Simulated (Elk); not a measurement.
## Optical response of CdSe

Wanted: where CdSe starts to absorb, how strongly, and its refractive index.

Calculated with Elk 11.2.3 (patched build); DFT, PBE, all-electron APW+lo, Dirac cores, scalar-relativistic bands, independent-particle optical response without local fields.

**1. The starting structure**

The structure is cubic, space group F-43m (No. 216). The conventional cell has a = 6.141 Å, b = 6.141 Å, c = 6.141 Å, α = 90.00°, β = 90.00°, γ = 90.00°. Cd has 4 Se at 2.66 Å nearest. Nearest to Se lie 4 Cd at 2.66 Å. Farther neighbours and most contacts between anions are not listed.

**2. Ground state**

First the ground state: is it a metal or has it a gap?

This step: DFT, PBE, all-electron APW+lo, Dirac cores, scalar-relativistic bands, ground state (Elk 11.2.3 (patched build)).

Contents of elk.in:

```
tasks
  0
  120

xctype
  20

nempty
  10

lorbcnd
  .true.

rgkmax
  7.0

swidth
  0.0018375

maxscl
  100

epsengy
  1e-05

sppath
  './'

avec
  0.000000000000 5.801971693680 5.801971693680
  5.801971693680 0.000000000000 5.801971693680
  5.801971693680 5.801971693680 0.000000000000

atoms
  2
  'Cd.in'
  1
  0.000000000000 0.000000000000 0.000000000000   0.000 0.000 0.000
  'Se.in'
  1
  0.250000000000 0.250000000000 0.250000000000   0.000 0.000 0.000

ngridk
  9 9 9
```

On the command line:

```console
$ OMP_NUM_THREADS=4 elk
```

Numbers of over 12 decimals in the logs are rounded to 6 here.

The program printed:

```text
┌─────────────────────────┐
│ Elk code version 11.2.3 │
└─────────────────────────┘

All units are atomic (Hartree, Bohr, etc.)

┌─────────────────────────────────────────────────┐
│ Ground-state run starting from atomic densities │
└─────────────────────────────────────────────────┘

Lattice vectors :
   0.000000000       5.801971694       5.801971694
   5.801971694       0.000000000       5.801971694
   5.801971694       5.801971694       0.000000000

Reciprocal lattice vectors :
 -0.5414698346      0.5414698346      0.5414698346
  0.5414698346     -0.5414698346      0.5414698346
  0.5414698346      0.5414698346     -0.5414698346

Unit cell volume      :    390.6221020
Brillouin zone volume :   0.6350132576

Muffin-tin inner radius fraction :   0.1000000000E-01

Nuclei treated as point charges

Species : 1 (Cd)
 parameters loaded from : Cd.in
 name : cadmium
 nuclear charge    :   -48.00000000
 electronic charge :    48.00000000
 atomic mass :    204912.7176
 muffin-tin radius :    2.586820537
 number of radial points in muffin-tin :   1193
 inner part over the whole radius :   0.9987287963E-02
 number on inner part of muffin-tin    :    850
 approximate nuclear radius :   0.8708852602E-04
 number of mesh points to nuclear radius :    426
 atomic positions (lattice), magnetic fields (Cartesian) :
  1 :   0.00000000  0.00000000  0.00000000    0.00000000  0.00000000  0.00000000

Species : 2 (Se)
 parameters loaded from : Se.in
 name : selenium
 nuclear charge    :   -34.00000000
 electronic charge :    34.00000000
 atomic mass :    143935.2749
 muffin-tin radius :    2.387834342
 number of radial points in muffin-tin :    993
 inner part over the whole radius :   0.9991020633E-02
 number on inner part of muffin-tin    :    703
 approximate nuclear radius :   0.7785908700E-04
 number of mesh points to nuclear radius :    343
 atomic positions (lattice), magnetic fields (Cartesian) :
  1 :   0.25000000  0.25000000  0.25000000    0.00000000  0.00000000  0.00000000

Total number of atoms per unit cell :    2
Total muffin-tin volume :    129.5379781
 ratio of muffin-tin to unit cell volume :   0.3316196842

Spin treatment :
 spin-unpolarised

Number of Bravais lattice symmetries :   48
Number of crystal symmetries         :   24
Crystal has no inversion symmetry
Complex Hermitian eigensolver will be used

k-point grid :      9     9     9
k-point offset :    0.000000000       0.000000000       0.000000000
k-point set is reduced with full crystal symmetry group
Total number of k-points :       55

Muffin-tin radius times maximum |G+k| :    7.000000000
 using average radius
Maximum |G+k| for APW functions       :    2.814265580
Maximum (1/2)|G+k|²                   :    3.960045379
Maximum |G| for potential and density :    12.00000000
Constant for pseudocharge density :    8
 order of it for each species :   15  15
 order of it for pair densities of each species (exact exchange by exxq0 0: 15) :   11   9
Radial integration step length :    1

G-vector grid sizes :     32    32    32
Number of G-vectors :    11527

Maximum angular momentum used for
 APW functions            :    8
 outer part of muffin-tin :    6
 inner part of muffin-tin :    2

Total nuclear charge    :   -82.00000000
Total core charge       :    48.00000000
Total valence charge    :    34.00000000
Total excess charge     :    0.000000000
Total electronic charge :    82.00000000

Effective Wigner radius, rₛ :    1.043801982

Number of empty states         :     20
Total number of valence states :     38
Total number of core states    :     48

Conduction state local-orbitals added automatically
Third-order local-orbitals added for an l without core states : F
Total number of local-orbitals :    130

Exchange-correlation functional :     20     0     0
 Perdew-Burke-Ernzerhof, Phys. Rev. Lett. 77, 3865 (1996)
 gradient requirement :    1
 generalised gradient approximation (GGA)

Smearing type :    3
 Fermi-Dirac
Smearing width :   0.1837500000E-02
Effective electronic temperature (K) :    580.2366081

Mixing type :    3
 Broyden mixing, J. Phys. A: Math. Gen. 17, L317 (1984)

Kohn-Sham potential initialised from atomic data

┌──────────────────────────────┐
│ Self-consistent loop started │
└──────────────────────────────┘

┌─────────────────┐
│ Loop number : 1 │
└─────────────────┘

Energies :
 Fermi                       :    -0.51977751906378E-02
 sum of occupied eigenvalues :     -4780.1966498927
 electron kinetic            :      8355.0536248759
 core electron kinetic       :      7962.1285751099
 Coulomb                     :     -16138.915667260
 Coulomb potential           :     -12813.285061509
 nuclear-nuclear             :     -796.33022838172
 electron-nuclear            :     -17888.120623736
 Hartree                     :      2545.5351848569
 Madelung                    :     -9732.2731365058
 xc potential                :     -321.96521325936
 exchange                    :     -238.55397658022
 correlation                 :     -4.235035
 electron entropic           :    -0.10440110539106E-07
 total energy                :     -8026.6510543537

Density of states at Fermi energy :   0.2596016925E-03
 (states/Hartree/unit cell)

Estimated indirect band gap :   0.3785733268E-01
 from k-point 1 to k-point 1
Estimated direct band gap   :   0.3785733268E-01
 at k-point 1

Charges :
 core                        :    48.00000000
 valence                     :    34.00000000
 interstitial                :    2.900977085
 muffin-tins (core leakage)
  species : 1 (Cd)
   atom 1                    :    46.43566824     (  0.2712489177E-03)
  species : 2 (Se)
   atom 1                    :    32.66335467     (  0.6252609461E-04)
 total in muffin-tins        :    79.09902291
 total calculated charge     :    81.99990153
 total charge                :    82.00000000
 error                       :   0.9847116979E-04

┌─────────────────┐
│ Loop number : 2 │
└─────────────────┘

Energies :
 Fermi                       :    -0.42358852124134E-02
 sum of occupied eigenvalues :     -4780.1451090177
 electron kinetic            :      8354.8744004023
 core electron kinetic       :      7961.9970399000
 Coulomb                     :     -16138.935278969
 Coulomb potential           :     -12813.252559648
 nuclear-nuclear             :     -796.33022838172
 electron-nuclear            :     -17888.190959121
 Hartree                     :      2545.5859085335
 Madelung                    :     -9732.3089991448
 xc potential                :     -321.76694977180
 exchange                    :     -238.55519895414
 correlation                 :     -4.235083
 electron entropic           :    -0.11224276786269E-07
 total energy                :     -8026.8511608669

Density of states at Fermi energy :   0.2809778535E-03
 (states/Hartree/unit cell)

Estimated indirect band gap :   0.3756539358E-01
 from k-point 1 to k-point 1
Estimated direct band gap   :   0.3756539358E-01
 at k-point 1

Charges :
 core                        :    48.00000000
 valence                     :    34.00000000
 interstitial                :    2.901619527
 muffin-tins (core leakage)
  species : 1 (Cd)
   atom 1                    :    46.43902452     (  0.2709865872E-03)
  species : 2 (Se)
   atom 1                    :    32.65935595     (  0.6255700124E-04)
 total in muffin-tins        :    79.09838047
 total calculated charge     :    81.99990164
 total charge                :    82.00000000
 error                       :   0.9835531588E-04

RMS change in Kohn-Sham potential (target) :   0.1668351613     (  0.1000000000E-05)
Absolute change in total energy (target)   :   0.2001065132     (  0.1000000000E-04)

[... 13 loops left out ...]

┌──────────────────┐
│ Loop number : 16 │
└──────────────────┘

Energies :
 Fermi                       :     0.98214093338032E-01
 sum of occupied eigenvalues :     -4772.6940122966
 electron kinetic            :      8355.5217400664
 core electron kinetic       :      7961.5493280166
 Coulomb                     :     -16138.997070982
 Coulomb potential           :     -12811.696086529
 nuclear-nuclear             :     -796.33022838172
 electron-nuclear            :     -17889.779634457
 Hartree                     :      2547.1127918560
 Madelung                    :     -9733.1490277179
 xc potential                :     -316.51966583434
 exchange                    :     -238.58275556570
 correlation                 :     -4.236791
 electron entropic           :    -0.81340597471652E-06
 total energy                :     -8026.2948780664

Density of states at Fermi energy :   0.3421508186E-01
 (states/Hartree/unit cell)

Estimated indirect band gap :   0.1984915489E-01
 from k-point 1 to k-point 1
Estimated direct band gap   :   0.1984915489E-01
 at k-point 1

Charges :
 core                        :    48.00000000
 valence                     :    34.00000000
 interstitial                :    2.920176546
 muffin-tins (core leakage)
  species : 1 (Cd)
   atom 1                    :    46.59970409     (  0.2612855461E-03)
  species : 2 (Se)
   atom 1                    :    32.48011937     (  0.6296826912E-04)
 total in muffin-tins        :    79.07982345
 total calculated charge     :    81.99989343
 total charge                :    82.00000000
 error                       :   0.1065653397E-03

RMS change in Kohn-Sham potential (target) :   0.2051173845E-07 (  0.1000000000E-05)
Absolute change in total energy (target)   :   0.5698652785E-05 (  0.1000000000E-04)

Convergence targets achieved

┌──────────────────┐
│ Loop number : 17 │
└──────────────────┘

Energies :
 Fermi                       :     0.98214089493073E-01
 sum of occupied eigenvalues :     -4772.6940123543
 electron kinetic            :      8355.5217399783
 core electron kinetic       :      7961.5493277546
 Coulomb                     :     -16138.997070951
 Coulomb potential           :     -12811.696086568
 nuclear-nuclear             :     -796.33022838172
 electron-nuclear            :     -17889.779634353
 Hartree                     :      2547.1127917838
 Madelung                    :     -9733.1490276666
 xc potential                :     -316.51966576416
 exchange                    :     -238.58275556084
 correlation                 :     -4.236791
 electron entropic           :    -0.81340592851586E-06
 total energy                :     -8026.2948781182

Density of states at Fermi energy :   0.3421507957E-01
 (states/Hartree/unit cell)

Estimated indirect band gap :   0.1984915515E-01
 from k-point 1 to k-point 1
Estimated direct band gap   :   0.1984915515E-01
 at k-point 1

Charges :
 core                        :    48.00000000
 valence                     :    34.00000000
 interstitial                :    2.920176558
 muffin-tins (core leakage)
  species : 1 (Cd)
   atom 1                    :    46.59970407     (  0.2612855437E-03)
  species : 2 (Se)
   atom 1                    :    32.48011938     (  0.6296826993E-04)
 total in muffin-tins        :    79.07982344
 total calculated charge     :    81.99989343
 total charge                :    82.00000000
 error                       :   0.1065653370E-03

┌──────────────────────────────┐
│ Self-consistent loop stopped │
└──────────────────────────────┘

Warning : core states of species 1 leak from the muffin-tin :   0.2612855437E-03

Wrote STATE.OUT
```

The job ended after 22 s (4 threads of Intel Xeon at 2.70GHz, shared host; peak memory 0.11 GiB).

This step gave:

* total energy: -8026 Ha
* Fermi energy: 2.673 eV
* DOS at the Fermi level: 0.001257 states/eV/cell
* gap on the k-mesh: 0.5401 eV
* direct gap on the mesh: 0.5401 eV

There is a gap, 0.54 eV on this mesh (points off the mesh can give less), so no carriers' term is needed.

**3. Independent particles**

With the density converged, the vertical transitions are summed over the zone.

This step: DFT, PBE, all-electron APW+lo, Dirac cores, scalar-relativistic bands, independent-particle optical response without local fields (Elk 11.2.3 (patched build)).

Edit elk.in of step 2 so:

```diff
@@ -1,4 +1,6 @@
 tasks
-  0
-  120
+  121
+
+optcomp
+  1 1
 
@@ -17,9 +19,7 @@
 swidth
-  0.0018375
+  0.0055124
 
-maxscl
-  100
-
-epsengy
-  1e-05
+wplot
+  400 100 0
+  0.0 0.51449
```

On the command line:

```console
$ OMP_NUM_THREADS=4 elk
```

The program printed:

```text
┌─────────────────────────────────┐
│ Elk code version 11.2.3 started │
└─────────────────────────────────┘

Info(readinput): the functional depends on the density's gradient
 muffin-tin radial points multiplied by    2.00000
 (not where nrmtscf is given)

┌────────────────────┐
│ Current task : 121 │
└────────────────────┘
Info(checkmt): changed muffin-tin radius of species 1 (Cd) from   2.6000 to   2.5868
Info(checkmt): changed muffin-tin radius of species 2 (Se) from   2.4000 to   2.3878

Info(dielectric):
 dielectric tensor written to EPSILON_ij.OUT
 optical conductivity written to SIGMA_ij.OUT
 for components
  i = 1, j = 1

┌──────────────────┐
│ Elk code stopped │
└──────────────────┘
```

The job ended after 1.3 s (4 threads; peak memory 0.04 GiB).

This step gave:

| Item | Value |
| --- | --- |
| electronic dielectric constant ε∞, mean over x, y and z (by symmetry where fewer were run) | 11.10 |

The Im ε, E ∥ x has structure finer than the step of the table below, so its rows give means over 0.5 eV, whole bins alone (the curve runs from 0 to 14.0 eV). Peaks (eV: height): 0.52: 6.77, 1.50: 4.10, 2.98: 7.23, 3.67: 7.92, 5.14: 8.59, 5.56: 10.6, 7.17: 7.62.

Sum at mesh points, not converged in k; values under the direct gap are tails of Lorentzian lines. The Im ε, E ∥ x by photon energy; means over each step:

```csv
photon energy (eV),"Im ε, E ∥ x"
0.5,4.17
1.0,1.28
1.5,2.77
2.0,2.36
2.5,3.27
3.0,5.65
3.5,6.00
4.0,4.96
4.5,6.17
5.0,7.34
5.5,8.73
6.0,6.41
6.5,5.84
7.0,7.17
7.5,5.50
8.0,3.67
8.5,2.44
9.0,1.84
9.5,1.57
10.0,1.51
10.5,1.53
11.0,1.31
11.5,1.21
12.0,0.821
12.5,0.829
13.0,0.798
13.5,0.751
```

Sum at mesh points, not converged in k. The reflectivity at normal incidence, E ∥ x by photon energy; read off at these points:

```csv
photon energy (eV),"reflectivity at normal incidence, E ∥ x (%)"
0.000,29.0
0.250,30.1
0.500,32.4
0.750,18.9
1.000,20.9
1.250,24.3
1.500,26.2
1.750,21.1
2.000,23.6
2.250,24.8
2.500,24.8
2.750,27.7
3.000,30.7
3.250,22.6
3.500,30.0
3.750,30.0
4.000,23.3
4.250,23.9
4.500,28.8
4.750,29.5
5.000,30.0
5.250,32.2
5.500,36.5
5.635,41.2
5.750,38.5
6.000,34.1
6.250,31.4
6.500,26.1
6.750,34.7
7.000,36.0
7.250,44.1
7.385,46.4
7.500,45.0
7.750,46.5
8.000,47.8
8.250,49.5
8.295,50.1
8.500,44.3
8.750,44.5
9.000,45.5
9.250,36.4
9.500,39.9
9.750,30.1
10.000,29.9
10.250,26.1
10.500,29.7
10.750,29.6
11.000,27.8
11.250,26.0
11.500,32.0
11.585,33.0
11.750,32.5
12.000,31.2
12.250,20.5
12.500,21.8
12.750,17.4
13.000,18.9
13.250,16.4
13.500,11.4
13.750,9.53
```

Sum at mesh points, not converged in k; values under the direct gap are tails of Lorentzian lines. Loss function −Im 1/ε at q → 0, E ∥ x against energy loss; read off at these points:

energy loss (eV), loss function −Im 1/ε at q → 0, E ∥ x and a bar:
```
    0.000       0.00 
    0.250       0.01 
    0.500       0.04 #
    0.750       0.07 #
    1.000       0.02 
    1.250       0.02 
    1.500       0.05 #
    1.750       0.04 #
    2.000       0.04 #
    2.250       0.04 #
    2.500       0.05 #
    2.750       0.04 #
    3.000       0.07 ##
    3.250       0.07 ##
    3.500       0.06 #
    3.750       0.11 ##
    4.000       0.11 ##
    4.250       0.08 ##
    4.500       0.08 ##
    4.750       0.10 ##
    5.000       0.09 ##
    5.250       0.11 ##
    5.500       0.09 ##
    5.750       0.13 ###
    6.000       0.16 ###
    6.250       0.19 ####
    6.500       0.16 ###
    6.750       0.14 ###
    7.000       0.14 ###
    7.250       0.13 ###
    7.500       0.16 ###
    7.750       0.16 ###
    8.000       0.19 ####
    8.250       0.20 ####
    8.500       0.27 ######
    8.750       0.27 ######
    9.000       0.31 #######
    9.250       0.42 #########
    9.500       0.43 #########
    9.750       0.55 ############
   10.000       0.58 ############
   10.250       0.60 #############
   10.500       0.56 ############
   10.750       0.62 #############
   11.000       0.68 ##############
   11.250       0.69 ###############
   11.500       0.64 ##############
   11.750       0.80 #################
   12.000       1.07 #######################
   12.110       1.27 ###########################
   12.250       1.13 ########################
   12.500       1.22 ##########################
   12.600       1.27 ###########################
   12.750       1.19 #########################
   13.000       1.30 ############################
   13.250       1.33 ############################
   13.370       1.41 ##############################
   13.500       1.28 ###########################
   13.750       0.95 ####################
```

From ε follow the optical constants at some laser and lamp lines:

```csv
wavelength (nm),n,k,R (%),1/α
1550,2.45,0.383,18.7,322 nm
633,2.82,0.408,23.6,123 nm
532,2.87,0.540,24.8,78 nm
450,3.10,0.612,27.8,59 nm
405,2.66,1.250,28.9,26 nm
308,2.36,1.000,23.2,24 nm
248,2.72,1.307,30.0,15 nm
```

Below the direct gap, k and the depth come from the tails of the Lorentzian lines, not from transitions.

Rows near the edge hang on the gap, which this functional as a rule makes too small, and phonon-assisted absorption is left out.

**4. What came out**

| Quantity | Value |
| --- | --- |
| electronic dielectric constant ε∞, mean over x, y and z (by symmetry where fewer were run) (independent particles) | 11.1 |

What this shows: At this level (PBE, independent particles) CdSe has ε∞ = 11.1 and n = 2.45 at 1550 nm. On the mesh the gap is 0.54 eV and the least direct gap 0.54 eV. Excitons and phonon-assisted transitions are missing, and so are local fields; PBE gaps are as a rule too small, which pulls the onset down and ε∞ up. The sum runs over mesh points 0.20 Å⁻¹ apart with no interpolation, so peaks are partly noise of the mesh; over so small a direct gap single mesh points weigh heavily, so ε∞, n and their changes from run to run can be far off.

[Machine, clock and banner lines and Python warnings are left out of the logs.]

[Logs are printed without paths, hosts, clocks, repeated set-up lines and the standing remarks that a program may print on its own settings, such as how far it seeks lower states.]

[Hosts, paths, dates, database ids (printed as entryN), source tags and the programs' standing remarks are cut or masked in the printed files.]
